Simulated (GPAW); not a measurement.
**NaHF2 (R-3m): G0W0 with GPAW, start to end**

Wanted: ground state, empty states, screening and self-energy for NaHF2 (R-3m).

Method: LDA and many-body steps on it, plane waves, in GPAW 26.7.0.

## (1) The starting structure

Symmetry: R-3m, No. 166, trigonal system. The conventional cell has a = 3.474 Å, b = 3.474 Å, c = 13.750 Å, α = 90.00°, β = 90.00°, γ = 120.00°. Nearest to Na lie 6 F at 2.32 Å. H has 2 F at 1.13 Å nearest. Nearest to F lie 1 H at 1.13 Å and 3 Na at 2.32 Å. Farther neighbours and most contacts between anions are not listed.

Coordinates:

```cif
data_structure
_symmetry_space_group_name_H-M 'R-3m:H'
_symmetry_Int_Tables_number 166
_cell_length_a 3.4740
_cell_length_b 3.4740
_cell_length_c 13.7500
_cell_angle_alpha 90.000
_cell_angle_beta 90.000
_cell_angle_gamma 120.000
_cell_volume 143.71
loop_
_atom_site_label
_atom_site_type_symbol
_atom_site_symmetry_multiplicity
_atom_site_Wyckoff_symbol
_atom_site_fract_x
_atom_site_fract_y
_atom_site_fract_z
_atom_site_occupancy
Na1 Na 3 a 0.00000 0.00000 0.00000 1
H1 H 3 b 0.66667 0.33333 0.83333 1
F1 F 6 c 0.66667 0.33333 0.75093 1
```

The cell and positions come from the Crystallography Open Database and are kept as given unless a step says otherwise.

## (2) Ground state

This step: GPAW 26.7.0; DFT, LDA, plane waves, PAW.

The ground-state density comes first.

Input file run.py:

```python
import json
import numpy as np
from gpaw.mpi import world
from ase import Atoms
from gpaw import GPAW, PW, FermiDirac

atoms = Atoms(['Na', 'H', 'F', 'F'],
    cell=[[1.7370000000, 1.0028574176, 4.5833333333],
      [-1.7370000000, 1.0028574176, 4.5833333333],
      [0.0000000000, -2.0057148352, 4.5833333333]],
    scaled_positions=[[0.0000000000, 0.0000000000, 0.0000000000],
      [0.5000000000, 0.5000000000, 0.5000000000],
      [0.4176000000, 0.4176000000, 0.4176000000],
      [0.5824000000, 0.5824000000, 0.5824000000]],
    pbc=(True, True, True))
calc = GPAW(mode=PW(600),
    xc='LDA',
    kpts={'size': (8, 8, 8), 'gamma': True},
    occupations=FermiDirac(0.001),
    nbands=-8,
    convergence={'density': 1e-6, 'bands': -3},
    maxiter=100,
    txt='gs.txt')
atoms.calc = calc
res = {'energy': atoms.get_potential_energy()}
kpts = calc.get_ibz_k_points()
res['kpts'] = kpts
res['eigenvalues'] = [calc.get_eigenvalues(kpt=k) for k in range(len(kpts))]
res['n_electrons'] = calc.get_number_of_electrons()
calc.write('gs.gpw')

if world.rank == 0:
    with open('result.json', 'w') as f:
        json.dump(res, f, default=lambda x: x.tolist())
```

Launch:

```sh
$ mpirun -n 4 gpaw python run.py
```

The log of the run:

```text
__  _  _
 | _ |_)|_||  |
 |__||  | ||/\| - 26.7.0

Input parameters:
  mode=PW(ecut=600.0),
  convergence={'density': 1e-06, 'bands': -3},
  kpts=MonkhorstPack(size=(8, 8, 8), gamma=True),
  maxiter=100,
  nbands=-8,
  occupations=Occupations(name='fermi-dirac', width=0.001, fixmagmom=False),
  xc=XC(name='LDA')
  [... matrices ...]
Diagonalizing LCAO Hamiltonian
Converting LCAO to pw mode

       F

       H
       F

       Na

Atoms  # Å, Bohr magnetons
|   | symbol |        x |        y |        z |    initial magnetic moments |
| 0 |     Na | 0.000000 | 0.000000 | 0.000000 | ( 0.0000,  0.0000,  0.0000) |
| 1 |      H | 0.000000 | 0.000000 | 6.875000 | ( 0.0000,  0.0000,  0.0000) |
| 2 |      F | 0.000000 | 0.000000 | 5.742000 | ( 0.0000,  0.0000,  0.0000) |
| 3 |      F | 0.000000 | 0.000000 | 8.008000 | ( 0.0000,  0.0000,  0.0000) |

Unit cell  # Å
| periodic |         x |         y |        z |  lengths |    angles |
|      yes |  1.737000 |  1.002857 | 4.583333 | 5.002983 | 40.631430 |
|      yes | -1.737000 |  1.002857 | 4.583333 | 5.002983 | 40.631430 |
|      yes |  0.000000 | -2.005715 | 4.583333 | 5.002983 | 40.631430 |

Number of symmetries: 12
Symmetry operations  # r_c * U_cc + t_c -> r_c
|    | kind |            matrix            |
|  0 |  E   |  1, 0, 0,  0, 1, 0,  0, 0, 1 |
|  1 |  σ   |  1, 0, 0,  0, 0, 1,  0, 1, 0 |
|  2 |  σ   |  0, 1, 0,  1, 0, 0,  0, 0, 1 |
|  3 |  C3  |  0, 1, 0,  0, 0, 1,  1, 0, 0 |
|  4 |  C3  |  0, 0, 1,  1, 0, 0,  0, 1, 0 |
|  5 |  σ   |  0, 0, 1,  0, 1, 0,  1, 0, 0 |
|  6 |  C2  |  0, 0,-1,  0,-1, 0, -1, 0, 0 |
|  7 |  S6  |  0, 0,-1, -1, 0, 0,  0,-1, 0 |
|  8 |  S6  |  0,-1, 0,  0, 0,-1, -1, 0, 0 |
|  9 |  C2  |  0,-1, 0, -1, 0, 0,  0, 0,-1 |
| 10 |  C2  | -1, 0, 0,  0, 0,-1,  0,-1, 0 |
| 11 |  i   | -1, 0, 0,  0,-1, 0,  0, 0,-1 |

BZ-sampling:
  Number of BZ points: 512
  Number of IBZ points: 65

  Monkhorst-Pack size: [8, 8, 8]
  Monkhorst-Pack shift: [0.0625, 0.0625, 0.0625]

K-points  # in reciprocal-cell coordinates
|     |                                coordinates |     weight |
|   0 | (  0.00000000,   0.00000000,   0.00000000) | 0.00195312 |
|   1 | (  0.12500000,   0.00000000,  -0.12500000) | 0.01171875 |
|   2 | (  0.12500000,   0.00000000,   0.00000000) | 0.01171875 |
|   3 | (  0.12500000,   0.12500000,  -0.12500000) | 0.01171875 |
|   4 | (  0.12500000,   0.12500000,   0.00000000) | 0.01171875 |
|   5 | (  0.12500000,   0.12500000,   0.12500000) | 0.00390625 |
|   6 | (  0.25000000,  -0.12500000,  -0.12500000) | 0.01171875 |
|   7 | (  0.25000000,   0.00000000,  -0.25000000) | 0.01171875 |
|   8 | (  0.25000000,   0.00000000,  -0.12500000) | 0.02343750 |
|   9 | (  0.25000000,   0.00000000,   0.00000000) | 0.01171875 |
| ... |                                            |            |
|  64 | (  0.50000000,   0.50000000,   0.50000000) | 0.00195312 |

Plane wave coefficients: 1611
Cutoff: 600.0 eV

Spin-components: 1 (collinear spins)
Bands:           19
Projectors:      18
Spin-degeneracy: 2
Datatype:        complex128

  Storage: CPU
  Wave functions: 30_489_680 bytes (7_622_420 per core)
  Projectors: 41_722_720 bytes (10_430_680 per core)
  [... matrices ...]
Parallelization:
  kpt:    4
  domain: 1
  band:   1

Density:
  Valence electrons: 22.0
  Components: 1
  Grid points: [30 30 30]
  Charge: 0.0  # |e|

Potential:
  Grid points: [30 30 30]

species:
  Na:
    name:    Sodium
    Z:       11.0
    valence: 7
    core:    4
    charge:  0.0  # [|e|]
    compensation charges:
      type: gauss
      rc: 0.37  # [Å]
      lmax: 2
    cutoffs:
      filter: 2.17  # [Å]
      core: 2.59  # [Å]
    projectors
    | kind |    occ | energy [eV] | rcut [Å] |
    |   3s |  1.000 |      -2.819 |    1.201 |
    |   2p |  6.000 |     -28.826 |    1.217 |
    |   3p |  0.000 |      -0.774 |    1.217 |
    |    s |        |      24.392 |    1.201 |
    |    d |        |       0.000 |    1.238 |

    Using partial waves for Na as LCAO basis

  H:
    name:    Hydrogen
    Z:       1.0
    valence: 1
    core:    0
    charge:  0.0  # [|e|]
    compensation charges:
      type: gauss
      rc: 0.15  # [Å]
      lmax: 2
    cutoffs:
      filter: 0.85  # [Å]
      core: 0.53  # [Å]
    projectors
    | kind |    occ | energy [eV] | rcut [Å] |
    |   1s |  1.000 |      -6.353 |    0.476 |
    |    s |        |      20.858 |    0.476 |
    |    p |        |       0.000 |    0.476 |

    Using partial waves for H as LCAO basis

  F:
    name:    Fluorine
    Z:       9.0
    valence: 7
    core:    2
    charge:  0.0  # [|e|]
    compensation charges:
      type: gauss
      rc: 0.20  # [Å]
      lmax: 2
    cutoffs:
      filter: 1.14  # [Å]
      core: 0.74  # [Å]
    projectors
    | kind |    occ | energy [eV] | rcut [Å] |
    |   2s |  2.000 |     -29.647 |    0.635 |
    |   2p |  5.000 |     -11.293 |    0.635 |
    |    s |        |      -2.435 |    0.635 |
    |    p |        |      15.918 |    0.635 |
    |    d |        |       0.000 |    0.635 |

    Using partial waves for F as LCAO basis

Reference energy: -9808.755087  # eV

eigensolver:
  PPCG
  Converge bands: -3
  niter=2

density mixing:
  MSR1-Mixer
  Pratt-step length: 0.05
  Maximum mixing coefficient: 0.75
  Old densities: 10
  SVD Regularization: 0.005
  Good broyden scale: 1.0
  Trust region scale: 1.0
  Backstep threshold: 4.0
  History deletion threshold: 6.0
  Fourier metric: weight=20.0, sigma=0.015

occupation numbers:
  Fermi-Dirac:
    width: 0.0010  # eV

poisson solver:
  ecut: 4800.0  # eV

xc functional:
  name: None

Initialization done in: 1.876 s

convergence criteria:
- Maximum integral of absolute [dens]ity change: 1e-06 electrons / valence electron
- Maximum [total energy] change in last 3 cyles: 0.0005 eV / valence electron
- Maximum integral of absolute [eigenst]ate change: 4e-08 eV^2 / valence electron
maximum number of iterations: 100

SCF iterations
|iter     |     time |      energy | eigst |  dens |
|iter:   1|  |  -19.491387 | +1.36 |       |
|iter:   2|  |  -19.280050 | -0.04 | -1.12 |
|iter:   3|  |  -18.626218 | -0.72 | -1.17 |
|iter:   4|  |  -18.617470 | -2.85 | -1.64 |
|iter:   5|  |  -18.616687c| -3.42 | -1.95 |
|iter:   6|  |  -18.616703c| -5.17 | -3.01 |
|iter:   7|  |  -18.616708c| -6.21 | -3.43 |
|iter:   8|  |  -18.616708c| -7.68c| -4.36 |
|iter:   9|  |  -18.616708c| -8.29c| -5.31 |
|iter:  10|  |  -18.616708c| -9.17c| -5.94 |
|iter:  11|  |  -18.616708c| -9.53c| -6.55c|

Converged in 11 steps
SCF loop duration: 15.931 s (1.448 s/step)
Energy contributions relative to reference atoms: (reference = -9808.755087)
  [... matrices ...]
Energy contributions:
  Kinetic:          21.535641
  Coulomb:         -22.239610
  Zero:              0.353804
  External:          0.000000
  Xc:              -18.266544
  Entropy:          -0.000000
  Spinorbit:         0.000000
  ----------------------------
  Free energy:     -18.616708
  Extrapolated:    -18.616708

dipole moment: (-0.000000, -0.000000, -12.926113)  # |e|*Ang

Fermi level: -1.682
Eigenvalues  # (at kpt = [0.000, 0.000, 0.000])
| band index |      eig [eV] | occ [0-2] |
|          0 |       -24.019 |     2.000 |
|        ... |               |           |
|          3 |       -22.140 |     2.000 |
|          4 |       -21.852 |     2.000 |
|          5 |        -8.808 |     2.000 |
|          6 |        -4.356 |     2.000 |
|          7 |        -4.356 |     2.000 |
|          8 |        -4.065 |     2.000 |
|          9 |        -4.065 |     2.000 |
|         10 |        -3.997 |     2.000 |
|         11 |         2.766 |     0.000 |
|         12 |         9.039 |     0.000 |
|         13 |        10.173 |     0.000 |
|         14 |        13.852 |     0.000 |
|         15 |        14.819 |     0.000 |
|         16 |        14.819 |     0.000 |
|         17 |        16.949 |     0.000 |
|         18 |        16.949 |     0.000 |

Gap: 6.595 eV
Transition (v -> c):
  (s=0, k=64, n=10, [0.50, 0.50, 0.50]) -> (s=0, k=0, n=11, [0.00, 0.00, 0.00])
Direct/indirect transitions are different
Direct gap: 6.763 eV
Transition at: (s=0, k=0, n=10, [0.00, 0.00, 0.00])
# Writing to gs.gpw (mode='')
  [... matrices ...]
```

Wall time 20 s (4 MPI ranks of Arm Neoverse V1, shared host); peak memory 0.78 GiB; 78 s of CPU time.

This step gave:

```yaml
total_energy: -18.62 eV
gap: 6.595 eV
k_of_the_valence_top: 0.5, 0.5, 0.5
k_of_the_conduction_bottom: 0, 0, 0
least_direct_gap: 6.763 eV
```

The gap is indirect, with the least direct gap 0.17 eV higher.

## (3) Bands along the symmetry lines

Levels along a band path, at the cheap level, show where the edges lie and whether the meshes to come will hold them.

Input file run.py:

```python
import json
import numpy as np
from gpaw.mpi import world
from gpaw import GPAW

path = [[0.000000, 0.000000, 0.000000],
    [0.062500, 0.062500, 0.062500],
    [0.125000, 0.125000, 0.125000],
    [0.187500, 0.187500, 0.187500],
    [0.250000, 0.250000, 0.250000],
    [0.312500, 0.312500, 0.312500],
    [0.375000, 0.375000, 0.375000],
    [0.437500, 0.437500, 0.437500],
    [0.500000, 0.500000, 0.500000],
    [0.537677, 0.462323, 0.500000],
    [0.575354, 0.424646, 0.500000],
    [0.613031, 0.386969, 0.500000],
    [0.650708, 0.349292, 0.500000],
    [0.688385, 0.311615, 0.500000],
    [0.726062, 0.273938, 0.500000],
    [0.763739, 0.236261, 0.500000],
    [0.801416, 0.198584, 0.500000],
    [0.500000, -0.198584, 0.198584],
    [0.500000, -0.173761, 0.173761],
    [0.500000, -0.148938, 0.148938],
    [0.500000, -0.124115, 0.124115],
    [0.500000, -0.099292, 0.099292],
    [0.500000, -0.074469, 0.074469],
    [0.500000, -0.049646, 0.049646],
    [0.500000, -0.024823, 0.024823],
    [0.500000, 0.000000, 0.000000],
    [0.437500, 0.000000, 0.000000],
    [0.375000, 0.000000, 0.000000],
    [0.312500, 0.000000, 0.000000],
    [0.250000, 0.000000, 0.000000],
    [0.187500, 0.000000, 0.000000],
    [0.125000, 0.000000, 0.000000],
    [0.062500, 0.000000, 0.000000],
    [0.000000, 0.000000, 0.000000],
    [0.043661, -0.043661, 0.000000],
    [0.087323, -0.087323, 0.000000],
    [0.130984, -0.130984, 0.000000],
    [0.174646, -0.174646, 0.000000],
    [0.218307, -0.218307, 0.000000],
    [0.261969, -0.261969, 0.000000],
    [0.305630, -0.305630, 0.000000],
    [0.349292, -0.349292, -0.000000],
    [0.650708, 0.000000, 0.349292],
    [0.631870, 0.000000, 0.368130],
    [0.613031, 0.000000, 0.386969],
    [0.594193, 0.000000, 0.405807],
    [0.575354, 0.000000, 0.424646],
    [0.556516, 0.000000, 0.443484],
    [0.537677, 0.000000, 0.462323],
    [0.518839, 0.000000, 0.481161],
    [0.500000, 0.000000, 0.500000],
    [0.437500, 0.000000, 0.437500],
    [0.375000, 0.000000, 0.375000],
    [0.312500, 0.000000, 0.312500],
    [0.250000, 0.000000, 0.250000],
    [0.187500, 0.000000, 0.187500],
    [0.125000, 0.000000, 0.125000],
    [0.062500, 0.000000, 0.062500],
    [0.000000, 0.000000, 0.000000]]
calc = GPAW('gs.gpw').fixed_density(kpts=path,
    symmetry='off',
    nbands=21,
    convergence={'bands': 17},
    txt='bands.txt')
res = {}
kpts = calc.get_ibz_k_points()
res['kpts'] = kpts
res['eigenvalues'] = [calc.get_eigenvalues(kpt=k) for k in range(len(kpts))]
res['n_electrons'] = calc.get_number_of_electrons()

if world.rank == 0:
    with open('result.json', 'w') as f:
        json.dump(res, f, default=lambda x: x.tolist())
```

Launch:

```sh
$ mpirun -n 4 gpaw python run.py
```

The log of the run:

```text
Diagonalizing LCAO Hamiltonian
Converting LCAO to pw mode
convergence criteria:
- Maximum integral of absolute [eigenst]ate change: 4e-08 eV^2 / valence electron
maximum number of iterations: 100

SCF iterations
|iter     |     time |      energy | eigst |  dens |
|iter:   1|  |             | +1.90 |       |
|iter:   2|  |             | +0.48 |       |
|iter:   3|  |             | -0.50 |       |
[...]
|iter:   7|  |             | -5.60 |       |
|iter:   8|  |             | -6.94 |       |
|iter:   9|  |             | -7.85c|       |
SCF steps: 9
  __  _  _
 | _ |_)|_||  |
 |__||  | ||/\| - 26.7.0

Input parameters:
  mode=PW(ecut=600.0),
  convergence={'bands': 17},
  gpts=array([30, 30, 30]),
  kpts=KPoints(kpts=array([[ 0.      ,  0.      ,  0.      ],
         [ 0.0625  ,  0.0625  ,  0.0625  ],
         [ 0.125   ,  0.125   ,  0.125   ],
         [ 0.1875  ,  0.1875  ,  0.1875  ],
[...]
[ 0.537677,  0.462323,  0.5     ],
         [ 0.575354,  0.424646,  0.5     ],
         [ 0.613031,  0.386969,  0.5     ],
[...]
[ 0.5     , -0.198584,  0.198584],
         [ 0.5     , -0.173761,  0.173761],
         [ 0.5     , -0.148938,  0.148938],
[...]
[ 0.5     , -0.049646,  0.049646],
         [ 0.5     , -0.024823,  0.024823],
[...]
[ 0.261969, -0.261969,  0.      ],
[...]
[ 0.349292, -0.349292, -0.      ],
         [ 0.650708,  0.      ,  0.349292],
[...]
[ 0.613031,  0.      ,  0.386969],
         [ 0.594193,  0.      ,  0.405807],
         [ 0.575354,  0.      ,  0.424646],
         [ 0.556516,  0.      ,  0.443484],
         [ 0.537677,  0.      ,  0.462323],
         [ 0.518839,  0.      ,  0.481161],
[...]
[ 0.125   ,  0.      ,  0.125   ],
         [ 0.0625  ,  0.      ,  0.0625  ],
         [ 0.      ,  0.      ,  0.      ]])),
  maxiter=100,
  nbands=21,
  occupations=Occupations(name='fermi-dirac', width=0.001, fixmagmom=False),
  parallel={},
  symmetry=Symmetry(point_group=False, time_reversal=False),
  xc=XC(name='LDA')
  [... matrices ...]
timing:  # [seconds]
  Total: 0.028  # ━━━━━━━━━━━━━━━━━━━━━━━━━━━━━━━━━━━━━━━━━━━━━━━━━━━━━━━━━━━
```

The job ended after 16 s (4 MPI ranks; peak memory 0.81 GiB; 64 s of CPU time).

Numbers from this step:

```
gap                        : 6.595 eV
k of the valence top       : 0.5, 0.5, 0.5
k of the conduction bottom : 0, 0, 0
least direct gap           : 6.763 eV
```

The gap is 6.595 eV, as in the run before at this level.

Electronic bands along the path, in eV, zero at the top of the highest filled band:

| point | band 8 | band 9 | band 10 | band 11 | band 12 | band 13 | band 14 | band 15 |
| --- | --- | --- | --- | --- | --- | --- | --- | --- |
| Γ | -0.53 | -0.24 | -0.24 | -0.17 | 6.60 | 12.87 | 14.00 | 17.68 |
| halfway | -0.66 | -0.64 | -0.09 | -0.09 | 7.25 | 10.93 | 16.12 | 17.58 |
| T | -0.74 | -0.74 | 0.00 | 0.00 | 8.33 | 9.46 | 16.36 | 18.78 |
| halfway | -1.07 | -0.85 | -0.25 | -0.09 | 9.56 | 10.69 | 14.86 | 15.28 |
| H2 | -1.18 | -0.88 | -0.32 | -0.32 | 12.02 | 12.31 | 13.35 | 13.46 |
| jump to H0 | -1.18 | -0.88 | -0.32 | -0.32 | 12.02 | 12.31 | 13.35 | 13.46 |
| halfway | -0.90 | -0.57 | -0.46 | -0.30 | 11.35 | 11.65 | 14.57 | 15.06 |
| L | -0.70 | -0.53 | -0.36 | -0.33 | 10.79 | 11.46 | 14.82 | 15.11 |
| halfway | -0.61 | -0.46 | -0.28 | -0.19 | 8.11 | 13.15 | 14.70 | 15.12 |
| Γ | -0.53 | -0.24 | -0.24 | -0.17 | 6.60 | 12.87 | 14.00 | 17.68 |
| halfway | -0.76 | -0.54 | -0.32 | -0.15 | 8.63 | 13.95 | 14.04 | 14.97 |
| S0 | -1.24 | -0.63 | -0.57 | -0.23 | 12.12 | 12.14 | 13.11 | 14.37 |
| jump to S2 | -1.24 | -0.63 | -0.57 | -0.23 | 12.12 | 12.14 | 13.11 | 14.37 |
| halfway | -1.02 | -0.77 | -0.55 | -0.17 | 11.75 | 12.10 | 13.20 | 13.67 |
| F | -0.88 | -0.84 | -0.55 | -0.12 | 11.63 | 11.82 | 13.26 | 13.40 |
| halfway | -0.73 | -0.55 | -0.31 | -0.16 | 8.31 | 12.46 | 14.94 | 15.77 |
| Γ | -0.53 | -0.24 | -0.24 | -0.17 | 6.60 | 12.87 | 14.00 | 17.68 |

The electronic bands as a text plot (rows in eV, shown from -8.0 to 12.6 only; labels by their first letter):

```
   12.2 |++          ++++++    +                +++++++++ ++++
   11.3 |  +        +  +  +++++                 ++   +++
   10.5 |   +     +++++      +++               +        +
    9.6 |    +++++ +            +             +          +
    8.7 |      ++++              +          ++            +++
    7.9 |   +++                   +++      +                 +
    7.0 |+++                         ++++++                   +++
    6.2 |
    5.3 |
    4.4 |
    3.6 |
    2.7 |
    1.9 |
    1.0 |
    0.2 |***************         ********************************
   -0.7 |********************************************************
   -1.6 |      **   ****************        ***************
   -2.4 |
   -3.3 |
   -4.1 |    **************                     **********
   -5.0 |****              *********************          *******
   -5.9 |
   -6.7 |
   -7.6 |
         Γ    T        H|H    L        Γ         S|S   F        Γ
```

## (4) Empty states on the mesh, 4×4×4 mesh, 317 bands

The sums over transitions need many empty states on a uniform mesh; this step solves for them.

Input file run.py:

```python
import json
import numpy as np
from gpaw.mpi import world
from gpaw import GPAW

calc = GPAW('gs.gpw').fixed_density(kpts={'size': (4, 4, 4), 'gamma': True},
    parallel={'domain': 1, 'band': 1},
    txt='nscf.txt')
calc.diagonalize_full_hamiltonian(nbands=317)
calc.write('full.gpw', mode='all')
res = {}
kpts = calc.get_ibz_k_points()
res['kpts'] = kpts
res['eigenvalues'] = [calc.get_eigenvalues(kpt=k) for k in range(len(kpts))]
res['n_electrons'] = calc.get_number_of_electrons()

if world.rank == 0:
    with open('result.json', 'w') as f:
        json.dump(res, f, default=lambda x: x.tolist())
```

Launch:

```sh
$ mpirun -n 4 gpaw python run.py
```

The log of the run:

```text
Diagonalizing LCAO Hamiltonian
Converting LCAO to pw mode
convergence criteria:
- Maximum integral of absolute [eigenst]ate change: 4e-08 eV^2 / valence electron
maximum number of iterations: 100

SCF iterations
|iter     |     time |      energy | eigst |  dens |
|iter:   1|  |             | +1.35 |       |
|iter:   2|  |             | +0.24 |       |
|iter:   3|  |             | -0.98 |       |
[...]
|iter:   8|  |             | -6.18 |       |
|iter:   9|  |             | -7.06 |       |
|iter:  10|  |             | -7.90c|       |
SCF steps: 10
  __  _  _
 | _ |_)|_||  |
 |__||  | ||/\| - 26.7.0

Input parameters:
  mode=PW(ecut=600.0),
  convergence={'density': 1e-06, 'bands': -3},
  gpts=array([30, 30, 30]),
  kpts=MonkhorstPack(size=(4, 4, 4), gamma=True),
  maxiter=100,
  nbands=19,
  occupations=Occupations(name='fermi-dirac', width=0.001, fixmagmom=False),
  parallel={'domain': 1, 'band': 1},
  xc=XC(name='LDA')
Matrix size: 1611x1611
# Writing to full.gpw (mode='all')
  [... matrices ...]

timing:  # [seconds]
  Total: 22.837  # ━━━━━━━━━━━━━━━━━━━━━━━━━━━━━━━━━━━━━━━━━━━━━━━━━━━━━━━━━━
```

Wall time 30 s (4 MPI ranks); peak memory 1.6 GiB.

Numbers from this step:

```yaml
gap: 6.595 eV
k_of_the_valence_top: 0.5, 0.5, 0.5
k_of_the_conduction_bottom: 0, 0, 0
least_direct_gap: 6.763 eV
k_points_computed: 13
lowest_point_of_the_top_converged_band_above_the_valence_top: 197.4097 eV
```

On this mesh the gap is 6.595 eV.

[end of part 1 of 2]

[Paths, hosts, dates, memory and timing lines, banners, echoed tables and standing remarks are left out of the program output.]

[Logs are printed without paths, hosts, clocks, repeated set-up lines and the standing remarks that a program may print on its own settings, such as how far it seeks lower states.]

[Runs of the session that timed out or met a known fault of the program may be left out.]

[Hosts, paths, dates, database ids (printed as entryN), source tags and the programs' standing remarks are cut or masked in the printed files.]
